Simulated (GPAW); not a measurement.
# Si/W(110) in an electric field

How does Si/W(110) screen a perpendicular field?

Calculated with GPAW 26.7.0; GPAW, PAW setups; slab in vacuum, relaxation, in the first sound run; inputs show where later runs differ.

Report form: the programs' logs are mostly left out.

## 1. Set-up

The cell holds 5 atoms: 4 W and 1 Si. Cell: a = 2.737 Å, b = 2.737 Å, c = 27.095 Å, α = 90.0°, β = 90.0°, γ = 70.5°. Vacuum lies along c.

## 2. Relaxing the atoms

The atoms are relaxed first, since the surface dipole, and with it the work function, follows the positions of the outer layers. The lowest 2 atoms are held at bulk positions and keep their forces.

Contents of run.py:

```python
import json
import numpy as np
from ase import Atoms
from ase.constraints import FixAtoms
from ase.optimize import BFGS
from gpaw import GPAW, PW

slab = Atoms(
    ['W', 'W', 'W', 'W', 'Si'],
    positions=[
        [0.00000, 0.00000, 9.00000],
        [2.23446, -0.00000, 11.23446],
        [0.00000, 0.00000, 13.46891],
        [2.23446, -0.00000, 15.70337],
        [0.00000, 0.00000, 18.09511]],
    cell=[[2.23446, -1.58, 0.0], [2.23446, 1.58, 0.0], [0.0, 0.0, 27.09511]],
    pbc=[True, True, False])

slab.calc = GPAW(mode=PW(400), xc='PBE', kpts={'size': (12, 12, 1), 'gamma': True},
                 occupations={'name': 'fermi-dirac', 'width': 0.1}, nbands='200%',
                 convergence={'density': 1e-05}, maxiter=200,
                 poissonsolver={'dipolelayer': 'xy'},
                 symmetry={'tolerance': 1e-3, 'extra_ids': [1, 1, 0, 0, 0]}, txt='slab.txt')
result = {}
slab.set_constraint(FixAtoms([0, 1]))
path = []
opt = BFGS(slab, maxstep=0.2)
opt.attach(lambda: path.append((slab.get_potential_energy(), slab.positions.tolist(), slab.get_forces().tolist())))
result['relaxed'] = bool(opt.run(fmax=0.03, steps=40))
result['path'] = path
energy = slab.get_potential_energy()
fermi = slab.calc.get_fermi_level()
v = slab.calc.get_electrostatic_potential().mean((0, 1)) - fermi
n = slab.calc.get_pseudo_density().mean((0, 1))
L = slab.cell[2, 2]
z = np.arange(len(v)) * L / len(v)
low, high = slab.positions[:, 2].min(), slab.positions[:, 2].max()
below, above = np.interp([low - 6.8, high + 6.8], z, v)
slopes = [np.interp(x, z, np.gradient(v, z)) for x in (low - 6.8, high + 6.8)]
eps = np.array([[slab.calc.get_eigenvalues(k, s) for k in range(len(slab.calc.get_ibz_k_points()))]
                for s in range(slab.calc.get_number_of_spins())]) - fermi
top, bottom = eps[eps < 0].max(), eps[eps > 0].min()
dipole = slab.get_dipole_moment()[2]
print(f'energy {energy:.4f} eV, Fermi level {fermi:.4f} eV, dipole {dipole:.5f} e A')
print(f'potential 6.8 A off the faces, from the Fermi level: lower {below:.4f} eV, upper {above:.4f} eV')
print(f'slope of the potential there: lower {slopes[0]:.5f}, upper {slopes[1]:.5f} eV/A')
print(f'nearest levels on the mesh: {top:.4f} and {bottom:.4f} eV')
print('magnetic moment', round(slab.get_magnetic_moment(), 3))
result.update(energy=energy, fermi=fermi, dipole=dipole, below=below, above=above, slopes=slopes, edges=[top, bottom],
              z=z.tolist(), v=v.tolist(), n=n.tolist(), positions=slab.positions.tolist(),
              forces=slab.get_forces(apply_constraint=False).tolist(), moments=slab.get_magnetic_moments().tolist())
json.dump(result, open('result.json', 'w'))
```

Launch:

```console
> OMP_NUM_THREADS=1 OPENBLAS_NUM_THREADS=1 python run.py
```

Run time: 51 min. Hardware: 1 thread of Arm Neoverse V1, shared host; peak memory 0.35 GiB.

Step by step:

```
step  energy less that of the first step (eV)  largest force (eV/Å)
   1                                   0.0000                1.3411
   2                                  -0.0458                1.1598
   3                                  -0.1546                1.0522
   4                                  -0.1793                0.4408
   5                                  -0.1852                0.3280
   6                                  -0.1942                0.1504
   7                                  -0.1950                0.1460
   8                                  -0.1991                0.2664
   9                                  -0.2025                0.2542
  10                                  -0.2057                0.1074
  11                                  -0.2062                0.0274
```

The atoms that moved most (Å):

```
atom     dx     dy      dz  length
 Si5  0.000  0.000  -0.241   0.241
  W4  0.000  0.000   0.036   0.036
  W3  0.000  0.000   0.024   0.024
```

Final coordinates:

```xyz
5
Lattice="2.2345 -1.5800 0.0000 2.2345 1.5800 0.0000 0.0000 0.0000 27.0951" Properties=species:S:1:pos:R:3
W     0.0000    0.0000    9.0000
W     2.2345    0.0000   11.2345
W     0.0000    0.0000   13.4925
W     2.2345    0.0000   15.7392
Si    0.0000    0.0000   17.8538
```

Numbers from this step:

```
dipole along the normal                    : -0.01211 e·Å
levels nearest the Fermi level on the mesh : -0.005374, 0.001967 eV from the Fermi level
upper work function                        : 5.217 eV
lower work function                        : 4.910 eV
```

The electrostatic potential energy of an electron (without an applied field's), less the Fermi level, planar mean oscillates, so the rows of the table below give means over windows of 2.28 Å about each position, cut where the curve ends. Its maxima inside the range that stand out by 2 % of the span (Å: eV): 10.1: -2.78, 12.4: -2.64, 14.6: -2.66, 16.9: -2.61. Its minima: 9.0: -29.3, 11.3: -29.7, 13.4: -29.5, 15.7: -29.7, 17.9: -18.4.

The electrostatic potential energy of an electron (without an applied field's), less the Fermi level, planar mean by z; means over each step:

```
z (Å)  electrostatic potential energy of an electron (without an applied field's), less the Fermi level, planar mean (eV)
 1.14                                                                                                                4.92
 3.42                                                                                                                4.91
 5.70                                                                                                                4.84
 7.98                                                                                                               -6.92
10.26                                                                                                               -14.9
12.54                                                                                                               -14.7
14.82                                                                                                               -14.7
17.10                                                                                                               -11.3
19.38                                                                                                                2.14
21.66                                                                                                                5.21
23.94                                                                                                                5.22
26.22                                                                                                                5.21
```

The pseudo valence density, planar mean oscillates, so the rows of the table below give means over windows of 2.17 Å about each position, cut where the curve ends. Its maxima inside the range that stand out by 2 % of the span (Å: e/Å³): 9.1: 1.77, 11.3: 1.84, 13.4: 1.83, 15.8: 1.80. Its minima: 10.2: 0.358, 12.4: 0.342, 14.5: 0.355.

Pseudo valence density, planar mean against z; means over each step:

```
z (Å)  pseudo valence density, planar mean (e/Å³)
 3.25                                      5.5e-6
 5.42                                     0.00115
 7.59                                       0.222
 9.77                                       0.881
11.93                                       0.874
14.11                                       0.886
16.27                                       0.857
18.45                                       0.190
20.62                                     0.00460
22.79                                      9.9e-6
```

The relaxation lowered the energy of the cell by 0.206 eV (energies extrapolated to zero smearing; the optimiser's log prints free energies). The largest force left on a free atom is 0.027 eV/Å.

## 3. Plane waves, PBE

With the geometry fixed, the planar mean of the potential gives the vacuum level on each side.

This step: GPAW, PAW setups; slab in vacuum (GPAW 26.7.0).

run.py: that of step 2 with these lines changed.

```diff
@@ -3,4 +3,2 @@
 from ase import Atoms
-from ase.constraints import FixAtoms
-from ase.optimize import BFGS
 from gpaw import GPAW, PW
@@ -12,5 +10,5 @@
         [2.23446, -0.00000, 11.23446],
-        [0.00000, 0.00000, 13.46891],
-        [2.23446, -0.00000, 15.70337],
-        [0.00000, 0.00000, 18.09511]],
+        [0.00000, 0.00000, 13.49245],
+        [2.23446, -0.00000, 15.73923],
+        [0.00000, -0.00000, 17.85381]],
     cell=[[2.23446, -1.58, 0.0], [2.23446, 1.58, 0.0], [0.0, 0.0, 27.09511]],
@@ -22,10 +20,4 @@
                  poissonsolver={'dipolelayer': 'xy'},
-                 symmetry={'tolerance': 1e-3, 'extra_ids': [1, 1, 0, 0, 0]}, txt='slab.txt')
+                 symmetry={'tolerance': 1e-3}, txt='slab.txt')
 result = {}
-slab.set_constraint(FixAtoms([0, 1]))
-path = []
-opt = BFGS(slab, maxstep=0.2)
-opt.attach(lambda: path.append((slab.get_potential_energy(), slab.positions.tolist(), slab.get_forces().tolist())))
-result['relaxed'] = bool(opt.run(fmax=0.03, steps=40))
-result['path'] = path
 energy = slab.get_potential_energy()
```

Elapsed: 5.1 min, on 1 thread; peak memory 0.34 GiB.

Numbers from this step:

```
dipole along the normal                    : -0.01198 e·Å
levels nearest the Fermi level on the mesh : -0.005342, 0.001971 eV from the Fermi level
```

The electrostatic potential energy of an electron (without an applied field's), less the Fermi level, planar mean oscillates, so the rows of the table below give means over windows of 2.28 Å about each position, cut where the curve ends. Its maxima inside the range that stand out by 2 % of the span (Å: eV): 10.1: -2.78, 12.4: -2.64, 14.6: -2.66, 16.9: -2.61. Its minima: 9.0: -29.3, 11.3: -29.7, 13.4: -29.5, 15.7: -29.7, 17.9: -18.4.

Table of electrostatic potential energy of an electron (without an applied field's), less the Fermi level, planar mean by z; means over each step:

z (Å), electrostatic potential energy of an electron (without an applied field's), less the Fermi level, planar mean (eV) and a bar from the least value:
```
     1.14        4.9 ##############################
     3.42        4.9 ##############################
     5.70        4.8 #############################
     7.98       -6.9 ############
    10.26      -14.9 
    12.54      -14.7 
    14.82      -14.7 
    17.10      -11.3 #####
    19.38        2.1 #########################
    21.66        5.2 ##############################
    23.94        5.2 ##############################
    26.22        5.2 ##############################
```

The pseudo valence density, planar mean oscillates, so the rows of the table below give means over windows of 2.17 Å about each position, cut where the curve ends. Its maxima inside the range that stand out by 2 % of the span (Å: e/Å³): 9.1: 1.77, 11.3: 1.84, 13.4: 1.83, 15.8: 1.80. Its minima: 10.2: 0.358, 12.4: 0.342, 14.5: 0.355.

Table of pseudo valence density, planar mean by z; means over each step:

```
z (Å)  pseudo valence density, planar mean (e/Å³)
 3.25                                      5.4e-6
 5.42                                     0.00115
 7.59                                       0.222
 9.77                                       0.881
11.93                                       0.874
14.11                                       0.886
16.27                                       0.857
18.45                                       0.190
20.62                                     0.00460
22.79                                      9.9e-6
```

Force by atom:

```
atom  x (eV/Å)  y (eV/Å)  z (eV/Å)   size
  W1     0.000     0.000     0.335  0.335
  W2     0.000     0.000    -0.337  0.337
  W3     0.000     0.000    -0.019  0.019
  W4     0.000     0.000     0.028  0.028
 Si5     0.000     0.000    -0.006  0.006
```

The potential is flat to 7.7e-5 eV/Å where it is read, so the vacuum is wide enough.

## 4. In a field

A uniform field along the normal polarises the slab; the atoms stay fixed, so this is the electronic response alone.

run.py: that of step 3 with these lines changed.

```diff
@@ -4,2 +4,3 @@
 from gpaw import GPAW, PW
+from gpaw.external import ConstantElectricField
 
@@ -20,2 +21,3 @@
                  poissonsolver={'dipolelayer': 'xy'},
+                 external=ConstantElectricField(-0.2, [0, 0, 1]),
                  symmetry={'tolerance': 1e-3}, txt='slab.txt')
```

Elapsed: 8.6 min, on 1 thread; peak memory 0.52 GiB.

Numbers from this step:

* dipole along the normal: -0.1077 e·Å
* levels nearest the Fermi level on the mesh: -0.002533, 0.02723 eV from the Fermi level
* potential below the slab, the applied field's own ramp left out: 3.607 eV from the Fermi level
* potential above the slab, the applied field's own ramp left out: 6.367 eV from the Fermi level

The electrostatic potential energy of an electron (without an applied field's), less the Fermi level, planar mean oscillates, so the rows of the table below give means over windows of 2.28 Å about each position, cut where the curve ends. Its maxima inside the range that stand out by 2 % of the span (Å: eV): 10.1: -3.48, 12.4: -2.88, 14.6: -2.45, 16.9: -1.94, 24.6: 6.37. Its minima: 9.0: -30.2, 11.3: -30.2, 13.4: -29.6, 15.7: -29.3, 17.9: -17.6.

The electrostatic potential energy of an electron (without an applied field's), less the Fermi level, planar mean by z; means over each step:

```
z (Å)  electrostatic potential energy of an electron (without an applied field's), less the Fermi level, planar mean (eV)
 1.14                                                                                                                3.72
 3.42                                                                                                                3.61
 5.70                                                                                                                3.54
 7.98                                                                                                               -8.02
10.26                                                                                                               -15.6
12.54                                                                                                               -14.9
14.82                                                                                                               -14.5
17.10                                                                                                               -10.6
19.38                                                                                                                3.22
21.66                                                                                                                6.36
23.94                                                                                                                6.37
26.22                                                                                                                6.30
```

Force by atom:

```
atom  x (eV/Å)  y (eV/Å)  z (eV/Å)   size
  W1     0.000     0.000     0.343  0.343
  W2     0.000     0.000    -0.346  0.346
  W3     0.000     0.000    -0.022  0.022
  W4     0.000     0.000     0.042  0.042
 Si5     0.000     0.000    -0.017  0.017
```

The dipole is now -0.108 e Å, against -0.012 in the run without a field.

## 5. In a field

run.py: that of step 4 with these lines changed.

```diff
@@ -21,3 +21,3 @@
                  poissonsolver={'dipolelayer': 'xy'},
-                 external=ConstantElectricField(-0.2, [0, 0, 1]),
+                 external=ConstantElectricField(-0.1, [0, 0, 1]),
                  symmetry={'tolerance': 1e-3}, txt='slab.txt')
```

Wall time 8.3 min (1 thread); peak memory 0.52 GiB.

Numbers from this step:

```yaml
dipole_along_the_normal: -0.05985 e·Å
levels_nearest_the_fermi_level_on_the_mesh: -2.64e-4, 0.03002 eV from the Fermi level
potential_below_the_slab_the_applied_field_s_own_ramp_left_out: 4.257 eV from the Fermi level
potential_above_the_slab_the_applied_field_s_own_ramp_left_out: 5.791 eV from the Fermi level
```

The electrostatic potential energy of an electron (without an applied field's), less the Fermi level, planar mean oscillates, so the rows of the table below give means over windows of 2.28 Å about each position, cut where the curve ends. Its maxima inside the range that stand out by 2 % of the span (Å: eV): 10.1: -3.13, 12.4: -2.76, 14.6: -2.55, 16.9: -2.27. Its minima: 9.0: -29.8, 11.3: -30.0, 13.4: -29.6, 15.7: -29.5, 17.9: -18.0.

Electrostatic potential energy of an electron (without an applied field's), less the Fermi level, planar mean against z; means over each step:

```
z (Å)  electrostatic potential energy of an electron (without an applied field's), less the Fermi level, planar mean (eV)
 1.14                                                                                                                4.32
 3.42                                                                                                                4.26
 5.70                                                                                                                4.19
 7.98                                                                                                               -7.47
10.26                                                                                                               -15.2
12.54                                                                                                               -14.8
14.82                                                                                                               -14.6
17.10                                                                                                               -10.9
19.38                                                                                                                2.68
21.66                                                                                                                5.79
23.94                                                                                                                5.79
26.22                                                                                                                5.75
```

Force by atom:

```
atom  x (eV/Å)  y (eV/Å)  z (eV/Å)   size
  W1     0.000     0.000     0.339  0.339
  W2     0.000     0.000    -0.342  0.342
  W3     0.000     0.000    -0.021  0.021
  W4     0.000     0.000     0.035  0.035
 Si5     0.000     0.000    -0.011  0.011
```

The dipole is now -0.0599 e Å, against -0.012 in the run without a field.

## 6. In a field

run.py: that of step 5 with these lines changed.

```diff
@@ -21,3 +21,3 @@
                  poissonsolver={'dipolelayer': 'xy'},
-                 external=ConstantElectricField(-0.1, [0, 0, 1]),
+                 external=ConstantElectricField(-0.05, [0, 0, 1]),
                  symmetry={'tolerance': 1e-3}, txt='slab.txt')
```

Elapsed: 7.6 min, on 1 thread; peak memory 0.52 GiB.

The electrostatic potential energy of an electron (without an applied field's), less the Fermi level, planar mean oscillates, so the rows of the table below give means over windows of 2.28 Å about each position, cut where the curve ends. Its maxima inside the range that stand out by 2 % of the span (Å: eV): 10.1: -2.95, 12.4: -2.70, 14.6: -2.61, 16.9: -2.44. Its minima: 9.0: -29.6, 11.3: -29.9, 13.4: -29.5, 15.7: -29.6, 17.9: -18.2.

The electrostatic potential energy of an electron (without an applied field's), less the Fermi level, planar mean by z; means over each step:

z (Å), electrostatic potential energy of an electron (without an applied field's), less the Fermi level, planar mean (eV) and a bar from the least value:
```
     1.14        4.6 #############################
     3.42        4.6 #############################
     5.70        4.5 #############################
     7.98       -7.2 ###########
    10.26      -15.1 
    12.54      -14.7 
    14.82      -14.7 #
    17.10      -11.1 ######
    19.38        2.4 #########################
    21.66        5.5 ##############################
    23.94        5.5 ##############################
    26.22        5.5 ##############################
```

## 7. In a field

run.py: that of step 6 with these lines changed.

```diff
@@ -21,3 +21,3 @@
                  poissonsolver={'dipolelayer': 'xy'},
-                 external=ConstantElectricField(-0.05, [0, 0, 1]),
+                 external=ConstantElectricField(0.05, [0, 0, 1]),
                  symmetry={'tolerance': 1e-3}, txt='slab.txt')
```

It took 8.5 min on 1 thread; peak memory 0.52 GiB.

## 8. Field on

run.py: that of step 7 with these lines changed.

```diff
@@ -21,3 +21,3 @@
                  poissonsolver={'dipolelayer': 'xy'},
-                 external=ConstantElectricField(0.05, [0, 0, 1]),
+                 external=ConstantElectricField(0.1, [0, 0, 1]),
                  symmetry={'tolerance': 1e-3}, txt='slab.txt')
```

Wall time 7.4 min (1 thread); peak memory 0.52 GiB.

The dipole is now 0.0359 e Å, against -0.012 in the run without a field.

(Part 1 of 2 ends here.)

[Logs are printed without paths, hosts, clocks, repeated set-up lines and the standing remarks that a program may print on its own settings, such as how far it seeks lower states.]

[Hosts, paths, dates, database ids (printed as entryN), source tags and the programs' standing remarks are cut or masked in the printed files.]
